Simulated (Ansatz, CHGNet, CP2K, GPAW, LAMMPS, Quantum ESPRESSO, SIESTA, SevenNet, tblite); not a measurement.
## Glassy 40SiO2-28Al2O3-16Li2O-16SrO (mol %) (85 atoms): one structure in several programs

Aim: run glassy 40SiO2-28Al2O3-16Li2O-16SrO (mol %) (85 atoms) in several programs and set results and cost side by side. A plane-wave run serves as the reference.

Main program and level: Ansatz 0.2.0; Kohn-Sham DFT, PBE, PAW, plane waves.

**1. The structure**

The cell holds 85 atoms: 10 Si, 14 Al, 8 Li, 4 Sr and 49 O. Cell: a = 10.152 Å, b = 10.152 Å, c = 10.152 Å, α = 90.0°, β = 90.0°, γ = 90.0°. 85 atoms (10 Si, 14 Al, 8 Li, 4 Sr, 49 O) placed at random at 2.93 g/cm³, melted at 4000 K for 10 ps at fixed volume with the Morse and Coulomb pair potential with partial charges (Pedone, Malavasi, Menziani, Cormack and Segre, J. Phys. Chem. B 110, 11780 (2006)). Quenched from 4000 K to 300 K at 6 K/ps and fixed volume, held 5 ps, then minimised at fixed cell.

**2. Plane-wave reference**

The PAW files are the set soft_2.

The input, input.yaml:

```yaml
crystal:
  lattice:
    - [10.1517, 0.0, 0.0]
    - [0.0, 10.1517, 0.0]
    - [0.0, 0.0, 10.1517]
  atoms:
    - { symbol: Si, position: [0.75706, 0.32435, 0.74161] }
    - { symbol: Si, position: [0.11876, 0.28916, 0.66301] }
    - { symbol: Si, position: [0.19136, 0.4603, 0.15665] }
    - { symbol: Si, position: [0.27031, 0.12093, 0.87191] }
    [... 75 atom lines left out ...]
    - { symbol: O, position: [0.46092, 0.78565, 0.94348] }
    - { symbol: O, position: [0.95846, 0.64908, 0.24212] }
    - { symbol: O, position: [0.58559, 0.60582, 0.57239] }
    - { symbol: O, position: [0.58975, 0.03352, 0.00993] }
    - { symbol: O, position: [0.2381, 0.28644, 0.55357] }
    - { symbol: O, position: [0.30367, 0.99861, 0.78829] }
kpoints:
  mp_grid: { grid: [1, 1, 1] }
hamiltonian:
  xc: pbe
scf:
  occupations: { method: fermi_dirac, width: 0.05 }
output:
  forces: true
  eigenvalues: true
  populations: true
  stress: true
```

Command:

```
> ansatz run input.yaml --threads 8 --pin off --max-ram 15872MiB --backend cpu --events-out ev --progress --plain --runs-dir out
```

Numbers of over 12 decimals in the logs are rounded to 6 here.

The log of the run:

```text
[...]
Pseudopotentials: kind: paw
Pseudopotential: Si, paw, valence charge 4, recommended cutoff 420 eV (normal), Si.paw.azcp
Pseudopotential: Al, paw, valence charge 3, recommended cutoff 420 eV (normal), Al.paw.azcp
Pseudopotential: Li, paw, valence charge 3, recommended cutoff 420 eV (normal), Li.paw.azcp
Pseudopotential: Sr, paw, valence charge 10, recommended cutoff 420 eV (normal), Sr.paw.azcp
Pseudopotential: O, paw, valence charge 6, recommended cutoff 420 eV (normal), O.paw.azcp
[... 5 lines on functional and potentials left out ...]
Crystal: 85 atoms, lattice volume = 1046.204 Å³
Basis set: ecut = 420 eV, 20341 PW (Γ), exchange–correlation on 144×144×144 points (8 copies of the dense FFT grid, shifted against one another)
Bands: 305, of which v1, the nominal top of the filled ones, is band 220 counted from 1 (219 counted from 0)
Symmetry: 1 space group operations
Space group: P1 (ITA 1), of the structure as read, at distance tolerance 1.0e-4 Å
k-points: 1
[... 11 lines on functional and potentials left out ...]
Initial density: superposition of atomic densities (neutral atoms: chi_scale 0, normalization atom), corrected by the library's trained network
Initial wavefunctions: pseudopotential atomic-orbital guess
[...]
SCF iter   1: F=—  HF=-57612.237894 eV  |F-HF|=—  |Δ(HF+E_count)|=         —  Δρ=1.85e-3  dr2=4.85e-2  ethr=1.77e-3  ⟨swp⟩=7.0  Hψ=1548  notcnv=0  defer=56
preconditioner: auto → Resta (q_TF=auto, 2.362 Å⁻¹)  ε∞=3.3  [insulator: Δε(μ)=3.726 eV  Ē_g=15.408 eV  σ=0.050 eV  W_gap=1.00  n_scr=250 (ndim 8)  ℏωp=23.4 eV  f_vac=0.062  D(μ)=0.00/eV (n_scr^D=0)  ε∞_Penn≈3.3]
[...]
SCF iter   8: F=—  HF=-57612.251424 eV  |F-HF|=—  |Δ(HF+E_count)|=   1.22e-6  Δρ=6.38e-6  dr2=3.45e-7  ethr=2.12e-10  ⟨swp⟩=2.0  Hψ=433  notcnv=0  defer=79
SCF iter   9: F=-57612.251424 eV  HF=-57612.251424 eV  |F-HF|=1.90e-8  |Δ(HF+E_count)|=   4.28e-9  Δρ=1.41e-6  dr2=2.11e-8  ethr=2.27e-11  ⟨swp⟩=12.0  Hψ=1824  notcnv=0
SCF 1 converged in 9 iterations: F = -57612.251424 eV  dr2 = 2.11e-8
[...]
SCF converged after 9 iterations
Free energy (F): -57612.251424 eV
Harris-Foulkes:  -57612.251424 eV  (|F-HF|=1.90e-8)
Internal energy: -57612.251424 eV  (E = F + TS)
E sigma→0 (E₀):  -57612.251424 eV
Fermi energy:    6.362224 eV
--- Per-component energies (eV) ---
[...]
Σ components = -57612.251424   (vs F -57612.251424, Δ=0.00e0)
--- Forces (eV/Å), atoms counted from 1 ---
  atom   1  Si     0.12646771     1.12112759     0.89415406
  atom   2  Si     0.77037432    -0.20627997    -0.75434318
  atom   3  Si     0.08376405    -0.67571062     0.35540495
  atom   4  Si    -0.20756991     1.35096708    -0.18455138
[...]
atom  85  O      0.58066255    -2.30994041    -1.68429163
  max |Σ_I F_I| component: 1.75e-4 eV/Å
--- Stress (GPa, compression-positive) ---
        3.586629      -0.663105       0.000654
       -0.663097       4.825910       0.935281
        0.000653       0.935284       4.458911
  P = ⅓ Tr σ = 4.2905 GPa (42.905 kbar)
--- Band table (eV) ---
  k-point 0: bands = ["-39.9502", "-39.7472", "-39.5205", "-39.4522", [... 289 levels ...], "14.5756", "14.6298", "14.6980", "14.7659", "14.7961", "14.8149", "14.8664", "14.8882", "14.9577", "15.0112", "15.0694", "15.1736"]
--- Löwdin populations: 85 sites ---
  site symbol       q [e]
     0     Si      2.2964
     1     Si      2.3781
     2     Si      2.3085
[...]
84      O      6.9796
  spilling = 0.011086 (of n_electrons = 440.000000)
```

Elapsed: 5.9 s, on 8 threads of Arm Neoverse V2, shared host; peak memory 1.3 GiB.

Numbers from this run:

```
free energy                                      : -57612.2514 eV
free energy per atom                             : -677.7912 eV/atom
SCF cycles                                       : 9
pressure                                         : 4.29 GPa
r.m.s. force component                           : 0.7358 eV/Å
longest force                                    : 2.917 eV/Å
Fermi energy                                     : 6.362 eV
gap (highest filled to lowest empty level) : 3.667 eV
spilling of the projection                       : 0.01109
```

Length of the force by element:

| element | coordination | atoms | mean length of the force (eV/Å) | spread | least | most |
| --- | --- | --- | --- | --- | --- | --- |
| Al | all | 14 | 0.722 | 0.316 | 0.206 | 1.38 |
| Li | all | 8 | 0.536 | 0.197 | 0.232 | 0.740 |
| O | all | 49 | 1.40 | 0.547 | 0.446 | 2.92 |
| Si | all | 10 | 1.10 | 0.351 | 0.467 | 1.69 |
| Sr | all | 4 | 0.716 | 0.15 | 0.568 | 0.963 |

Löwdin charges by element (they lack the spilled electrons, 0.057 e an atom on average):

```
element  coordination  atoms  mean charge (e)  spread  least    most
     Al           all     14             1.27  0.0401   1.19    1.36
     Li           all      8            0.808  0.0221  0.774   0.847
      O           all     49           -0.893  0.0552  -1.04  -0.805
     Si           all     10             1.69  0.0405   1.61    1.73
     Sr           all      4             1.87  0.0122   1.85    1.88
```

The levels nearest the highest filled one (over half full), pooled over k-points and spins:

```csv
level less the highest filled one (eV),occupation
-0.384,2
-0.364,2
-0.333,2
-0.284,2
-0.0755,2
0,2
3.67,0
4.81,0
5.19,0
5.27,0
5.38,0
5.42,0
```

The run ends at a pressure of 4.29 GPa, with forces up to 2.9 eV/Å.

**3. What was run beside it**

The programs:
- CHGNet: machine-learned potential, published weights.
- CP2K 2026.2: Gaussian basis with GTH pseudopotentials and a plane-wave density; labels give functional, basis (MOLOPT sets; SR short-range, UZH the newer set with its own potentials), grid cutoff/relative cutoff and solver (OT: orbital transformation; TRS4, TC2, SIGN: linear-scaling purification with its sparsity filter), or its built-in tight binding.
- GPAW 26.7.0: PAW with atomic orbitals (LCAO), plane waves or a real-space grid of spacing h.
- Quantum ESPRESSO 7.5: plane waves; labels (QE) give functional, pseudopotential set and cutoffs of waves/density.
- SIESTA 5.4.2: numerical atomic orbitals, whose automatically made sets are far from complete, with PseudoDojo norm-conserving potentials that we converted to its format (checked against plane waves on the same files for H, C, O, Si, Ge and Ca alone); labels give functional, basis size, energy shift and mesh cutoff.
- SevenNet: machine-learned potential, published weights.
- tblite 0.8.0: extended tight binding, driven from Python.

All use the same cell and atoms; the electronic-structure runs use the same k-mesh, and an electronic temperature of 580 K (0.05 eV) where levels are smeared.

Differences are against the plane-wave reference, forces as r.m.s. over components; share is that over the reference's r.m.s. force, slope the least-squares factor from reference forces to these. Total energies of different programs have different zeros and aren't compared.

```csv
run,"Δ force, r.m.s. (meV/Å)",share (%),slope,Δ pressure (GPa),Δ gap (eV),cores,CPU time,memory (GiB)
reference,-,-,-,-,-,8,41 s,1.3
CHGNet r2SCAN potential,256,34.8,0.689,-4.34,-,1,3.4 s,1.3
"CP2K PBE+D3(BJ), DZVP-MOLOPT-SR, 600/50 Ry, diagonalisation",73.0,9.93,1.010,-2.27,-0.0834,4,4.8 min,4
"CP2K PBE, DZVP-MOLOPT-SR, 300/50 Ry, diagonalisation (coarse)",116,15.8,1.010,0.220,-0.0849,2,3.2 min,1.2
"CP2K PBE, DZVP-MOLOPT-SR, 600/50 Ry, TRS4 filter 1e-03, SCF 1e-04 (coarse)",190,25.8,0.955,0.291,-,4,99 s,2.6
"CP2K PBE, DZVP-MOLOPT-SR, 600/50 Ry, TRS4 filter 1e-07, SCF 1e-07",70.0,9.51,1.011,0.0326,-,4,2.9 min,2.6
"CP2K PBE, DZVP-MOLOPT-SR, 600/50 Ry, diagonalisation",72.0,9.78,1.009,0.0398,-0.0834,4,4.8 min,3.9
"CP2K PBE, SZV-MOLOPT-SR, 600/50 Ry, diagonalisation (coarse)",978,133,1.995,17.1,-1.43,1,2.6 min,2.4
"GPAW PBE, LCAO dzp, h 0.18 Å",294,39.9,1.341,-,-0.0986,1,3.6 min,1.7
"GPAW PBE, LCAO sz(dzp), h 0.18 Å (coarse)",1023,139,2.038,-,-0.762,1,67 s,1.3
"GPAW PBE, LCAO szp(dzp), h 0.18 Å (coarse)",327,44.4,1.369,-,-0.104,1,2.7 min,1.6
"QE PBE, sssp-1.3.0-efficiency, 60/480 Ry",30.2,4.10,1.030,0.328,0.0042,4,9.5 min,3.1
"SIESTA PBE, DZ, shift 0.01 Ry, mesh 500 Ry (coarse)",837,114,1.874,10.4,-0.373,2,2.5 min,1.5
"SIESTA PBE, DZP, shift 0.01 Ry, mesh 500 Ry",301,40.9,1.313,4.39,-0.183,2,7.1 min,2.5
"SIESTA PBE, SZP, shift 0.01 Ry, mesh 500 Ry (coarse)",524,71.2,1.570,7.29,-0.157,2,5.4 min,2.2
SevenNet 0 potential,53.5,7.27,1.000,0.157,-,1,6.7 s,0.97
SevenNet l3i5 potential,43.8,5.95,0.996,0.0287,-,1,8.8 s,1.6
tblite IPEA1-xTB,410,55.7,0.826,-4.45,-,1,6.1 s,0.13
```

Rows marked coarse were listed beforehand as settings not expected to be converged; some can still land near the reference.

Times of the machine-learned potentials are mostly Python's start and the loading of weights.

CPU time is summed over cores on a shared host, where runs went side by side, so it is rough. Symmetry, cutoffs, thresholds, outputs and thread counts weren't matched or tuned between programs; memory under MPI is the largest rank's times the ranks.

Runs without a result: CP2K GFN1-xTB, diagonalisation (not converged, the SCF not settling); tblite GFN2-xTB (not converged, the SCF not settling); CP2K HSE06 with ADMM, PBE0 potentials, DZVP-UZH, 600/50 Ry, OT DIIS (cut off at its time limit of 51 min).

Mean charges by element (e), by run and scheme:

| run | scheme | Si | Al | Li | Sr | O |
| --- | --- | --- | --- | --- | --- | --- |
| reference | Löwdin | +1.69 | +1.27 | +0.81 | +1.87 | -0.89 |
| CP2K PBE+D3(BJ), DZVP-MOLOPT-SR, 600/50 Ry, diagonalisation | Mulliken | +0.67 | +1.10 | +0.68 | +1.18 | -0.66 |
| CP2K PBE, DZVP-MOLOPT-SR, 600/50 Ry, TRS4 filter 1e-07, SCF 1e-07 | Mulliken | +0.67 | +1.10 | +0.68 | +1.18 | -0.66 |
| CP2K PBE, DZVP-MOLOPT-SR, 600/50 Ry, diagonalisation | Mulliken | +0.67 | +1.10 | +0.68 | +1.18 | -0.66 |
| SIESTA PBE, DZP, shift 0.01 Ry, mesh 500 Ry | Hirshfeld | +0.40 | +0.38 | +0.12 | +0.61 | -0.26 |
| tblite IPEA1-xTB | Mulliken | +0.36 | +0.32 | +0.51 | +0.78 | -0.31 |

The reference's Löwdin charges lack the electrons that the projection spills, 0.057 e an atom on average.

Within one program, basis, potentials and functional, energies share a zero. Each run against its twin at the usual cutoff or grid and solver:

```csv
run,twin,Δ energy (meV/atom),"Δ force, r.m.s. (meV/Å)",CPU time over the twin's
"CP2K PBE, DZVP-MOLOPT-SR, 300/50 Ry, diagonalisation","DZVP-MOLOPT-SR, 600/50 Ry, diagonalisation",-3.18,104,0.66 (this twin ran on 4 cores)
"CP2K PBE, DZVP-MOLOPT-SR, 600/50 Ry, TRS4 filter 1e-03, SCF 1e-04","DZVP-MOLOPT-SR, 600/50 Ry, diagonalisation",30.9,152,0.34
"CP2K PBE, DZVP-MOLOPT-SR, 600/50 Ry, TRS4 filter 1e-07, SCF 1e-07","DZVP-MOLOPT-SR, 600/50 Ry, diagonalisation",0.0093,7.00,0.61
```

**4. Outcome**

```json
{
 "reference r.m.s. force component": "0.736 eV/Å",
 "nearest in forces": "QE PBE, sssp-1.3.0-efficiency, 60/480 Ry, 4.1 %",
 "farthest in forces": "GPAW PBE, LCAO sz(dzp), h 0.18 Å (coarse), 139 %",
 "cheapest electronic-structure run beside the reference": "tblite IPEA1-xTB, 6.1 s of CPU time"
}
```

In words: PBE on plane waves or a grid with other potentials, cutoffs or grids, coarse settings apart, differs from the reference by 4.1 % (QE PBE, sssp-1.3.0-efficiency, 60/480 Ry) of the r.m.s. force; this holds the reference's own error, so differences of a few per cent don't tell which side is nearer the exact PBE result (QE's 60 Ry are 816 eV, against the reference's 420 eV). The PBE runs in local orbitals, coarse settings apart, differ by 9.5 % (CP2K PBE, DZVP-MOLOPT-SR, 600/50 Ry, TRS4 filter 1e-07, SCF 1e-07) to 41 % (SIESTA PBE, DZP, shift 0.01 Ry, mesh 500 Ry); basis, grid and potentials can all enter. Tight binding differs by 56 % (tblite IPEA1-xTB); it is another model, with fitted parameters of its own, and the xTB methods hold dispersion. Machine-learned potentials differ by 6.0 % (SevenNet l3i5 potential) to 35 % (CHGNet r2SCAN potential); they were trained on other programs' data, some at another functional. Rows with another functional or a dispersion term differ by 9.9 % (CP2K PBE+D3(BJ), DZVP-MOLOPT-SR, 600/50 Ry, diagonalisation), which mixes the change of model with differences of basis and potentials. IPEA1-xTB was fitted to ionisation energies and electron affinities, not to forces or charges. Runs with settings chosen to be coarse differ by 16 % (CP2K PBE, DZVP-MOLOPT-SR, 300/50 Ry, diagonalisation) to 139 % (GPAW PBE, LCAO sz(dzp), h 0.18 Å), their programs' other errors included. One electronic-structure run takes under half the reference's CPU time: tblite IPEA1-xTB, at 56 % in 6.1 s against 41 s; its pressure misses by -4.5 GPa. SIESTA PBE, SZP, shift 0.01 Ry, mesh 500 Ry stiffens the forces by a factor of 1.57 while following their directions (correlation 0.965); the slopes of the 3 SIESTA runs lie between 1.31 and 1.87; the difference isn't even, but is largest on one element. At the same functional, gaps differ from the reference's 3.67 eV by between -1.43 and +0.00 eV. In pressure, CP2K PBE, SZV-MOLOPT-SR, 600/50 Ry, diagonalisation misses by +17.1 GPa, at the same functional. Charges hang on model, scheme and program or settings: among these rows the mean for Si runs from +0.36 to +1.69 e. With TRS4, tightening the sparsity filter from 1e-03 to 1e-07, and the SCF threshold with it, takes the force difference from the cubic solver from 152 to 7.0 meV/Å, and the CPU time from 0.34 to 0.61 times the cubic solver's. In the reference: filled and empty levels are parted by 3.67 eV (at Γ alone); a semilocal functional tends to put such gaps too low. In a disordered cell it changes from sample to sample, and tail or defect levels can set it. In the reference: mean Löwdin charges: Al +1.27, Li +0.81, O -0.89, Si +1.69, Sr +1.87 e (they miss 1.1 % of the electrons, so they add up to more than the cell's charge). Periodic xTB results under one method name differ between programs and library versions. The potentials hold different valence shells: 440 electrons in the reference, 424 in GPAW; this bears on time and differences. Machine-learned potentials mimic data converged in k, so the reference's own k-point error enters their differences. The quench rate of 6 K/ps is many orders above laboratory rates, so the cell is likely richer in defects and strain than a real sample. The network of bonds at the start is that of the classical potential that made the cell, and needn't be the one that DFT or experiment would give. The reference's pressure of 4.3 GPa belongs to a cell and atoms that aren't relaxed at this level. The electronic-structure runs sample only Γ, in a cell whose shortest periodic width is 10 Å.

[Also dropped from logs without a mark: logging warnings of Python, and SIESTA's first energy breakdown and zero terms.]

[Logs are printed without paths, hosts, clocks, repeated set-up lines and the standing remarks that a program may print on its own settings, such as how far it seeks lower states.]

[Hosts, paths, dates, database ids (printed as entryN), source tags and the programs' standing remarks are cut or masked in the printed files.]
